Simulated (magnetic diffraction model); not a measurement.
**K3Nd3V4 below its ordering temperature**

Space group I-43d (no. 220), a = 10.8590 Å.

```
site  atom       x       y       z
 12b    Nd     1/2     1/4     1/8
 16c     V  0.1751  0.1751  0.1751
 12a     K       0     3/4     1/8
```

This is a made-up structure (elements placed in a structure type, unrelaxed), so the numbers test the method and describe no known phase.

Only Nd is taken to order (form factors of Nd3+); orders and moment sizes are assumed, and not adapted to the symmetry. Radiation: neutrons of λ = 2.567 Å, 8° to 60°; isotropic B of 0.51 Å² (Nd), 0.9 Å² (V) and 0.84 Å² (K). Simulated constant-wavelength pattern: nuclear and magnetic terms add, the magnetic one as |2.695 fm × Σ f S⊥ exp(2πi Q·r) exp(−B s²)|², summed over all Q at one angle with the factor 1/(sin²θ cos θ). For collinear order S is the moment m, which repeats by lattice and centring translations R with the sign exp(−2πi k·R). Free-ion form factors, Sears's scattering lengths of 1992, no absorption; a label names one of the reflections at its angle. The strongest nuclear line in the range is 100, and lines under 0.2 are left out.

Above the ordering temperature:

```csv
2θ (°),index,I
33.66,(2 1 1),100.0
39.06,(2 2 0),30.2
43.90,(3 1 0),8.7
52.49,(3 2 1),59.6
56.43,(4 0 0),7.8
```

Below it (cell unchanged):

```tsv
2θ (°)	I
19.25	31.2
27.35	6.9
33.66	118.9
39.06	40.2
43.90	21.2
48.34	2.9
52.49	75.3
56.43	9.0
```

**Question.** Find the propagation vector, then choose among these models:
A. collinear moments along [111], 2.3 μB on Nd; signs + at (1/2, 1/4, 1/8), + at (1/2, 3/4, 3/8), + at (1/8, 1/2, 1/4), − at (3/8, 1/2, 3/4), + at (1/4, 1/8, 1/2), − at (3/4, 3/8, 1/2)
B. collinear moments along [110], 2.3 μB on Nd; signs + at (1/2, 1/4, 1/8), + at (1/2, 3/4, 3/8), − at (1/8, 1/2, 1/4), + at (3/8, 1/2, 3/4), + at (1/4, 1/8, 1/2), − at (3/4, 3/8, 1/2)
C. collinear moments along [110], 2.3 μB on Nd; signs + at (1/2, 1/4, 1/8), + at (1/2, 3/4, 3/8), + at (1/8, 1/2, 1/4), − at (3/8, 1/2, 3/4), + at (1/4, 1/8, 1/2), − at (3/4, 3/8, 1/2)
D. collinear moments along [111], 2.3 μB on Nd; signs + at (1/2, 1/4, 1/8), + at (1/2, 3/4, 3/8), − at (1/8, 1/2, 1/4), + at (3/8, 1/2, 3/4), + at (1/4, 1/8, 1/2), − at (3/4, 3/8, 1/2)

No line moves, and magnetic intensity falls on nuclear lines such as the one at 33.66°; new lines at (1 1 0), (2 0 0) and (2 2 -2) have whole indices that obey the lattice centring, at places with no nuclear intensity to speak of, so the magnetic cell equals the chemical primitive cell: k = 0.

Magnetic intensity, observed (below minus above) and for each model:

| 2θ (°) | index | observed | A | B | C | D |
| --- | --- | --- | --- | --- | --- | --- |
| 19.25 | (1 0 1) | 31.2 | 31.2 | 41.6 | 31.2 | 28.3 |
| 27.35 | (2 0 0) | 6.9 | 6.9 | 5.2 | 5.2 | 6.9 |
| 33.66 | (2 1 1) | 18.9 | 18.9 | 18.1 | 20.4 | 21.6 |
| 39.06 | (2 2 0) | 10.1 | 10.1 | 5.0 | 10.1 | 6.7 |
| 43.90 | (3 1 0) | 12.5 | 12.5 | 15.2 | 12.8 | 14.1 |
| 48.34 | (2 -2 2) | 2.9 | 2.9 | 6.6 | 2.2 | 5.9 |
| 52.49 | (3 2 1) | 15.7 | 15.7 | 13.6 | 16.0 | 11.1 |
| 56.43 | (4 0 0) | 1.2 | 1.2 | 1.2 | 1.2 | 1.2 |

Model A matches.

The structure used: k = (0 0 0), collinear moments along [111], 2.3 μB on Nd; signs + at (1/2, 1/4, 1/8), + at (1/2, 3/4, 3/8), + at (1/8, 1/2, 1/4), − at (3/8, 1/2, 3/4), + at (1/4, 1/8, 1/2), − at (3/4, 3/8, 1/2).

[Logs are printed without paths, hosts, clocks, repeated set-up lines and the standing remarks that a program may print on its own settings, such as how far it seeks lower states.]
